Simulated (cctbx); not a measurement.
## What resolution and counting buy: La3Te4I

Space group Pnma (no. 62), a = 17.4120 Å, b = 4.6230 Å, c = 15.0670 Å, α = 90.00°, β = 90.00°, γ = 90.00°.

| atom | mult. | x | y | z | Ueq (Å²) |
| --- | --- | --- | --- | --- | --- |
| La1 | 4 | 0.8703 | 1/4 | 0.0751 | 0.0087 |
| La2 | 4 | 0.8861 | 1/4 | 0.7530 | 0.0114 |
| La3 | 4 | 0.8711 | 3/4 | 0.4133 | 0.0088 |
| I1 | 4 | 0.9325 | 3/4 | 0.2002 | 0.0084 |
| Te1 | 4 | 0.9784 | 3/4 | 0.6150 | 0.0136 |
| Te2 | 4 | 0.7680 | 1/4 | 0.2753 | 0.0074 |
| Te3 | 4 | 0.7862 | 1/4 | 0.5432 | 0.0085 |
| Te4 | 4 | 0.9306 | 3/4 | 0.9146 | 0.0067 |

The model is made up (kin elements in a known structure type, no relaxation), so it says nothing on whether the phase exists.

Five simulated data sets (cctbx; Ag Kα, λ = 0.56087 Å; 4 % proportional error) differ in resolution or exposure (noise floor 4 counts in the first three, 8 in the last two). Each is refined with the right model, isotropic at 1.1 Å and anisotropic otherwise. How do the figures of merit and the uncertainties move?

```
d min (Å)  top counts  ⟨I/σ⟩ (unmerged, absences included)  unique  param. (scale apart)   Rint      R1  GooF  largest s.u. xyz (fractional)  s.u. U of Te1 (Å²)  largest error (Å)
      1.1       40000                                 11.8     561                    24  0.037  0.0248  2.05                        0.00009              0.0005             0.0021
     0.84       40000                                 11.0    1222                    48  0.039  0.0139  0.93                        0.00003              0.0002             0.0003
      0.6       40000                                  8.9    3229                    48  0.045  0.0163  0.92                        0.00002              0.0001             0.0005
     0.75         300                                  0.4    1686                    48  0.720  0.1539  0.93                        0.00109              0.0061             0.0373
     0.75        3000                                  2.5    1686                    48  0.183  0.0503  0.93                        0.00014              0.0008             0.0052
```

GooF reaches 2.05 where the model lacks something that the data hold (anisotropy at the isotropic level, for one). The s.u. of U for Te1 goes 0.0005, 0.0002, 0.0001 Å² with resolution and 0.0061, 0.0008 Å² with exposure.

The 1.1 Å row also differs in its displacement model, so it isn't a clean test of resolution.

Hardware for the 0.6 Å refinement: 0.68 s on 1 thread of Arm Neoverse N1 (shared host), peak memory 0.1 GiB.

[Logs are printed without paths, hosts, clocks, repeated set-up lines and the standing remarks that a program may print on its own settings, such as how far it seeks lower states.]
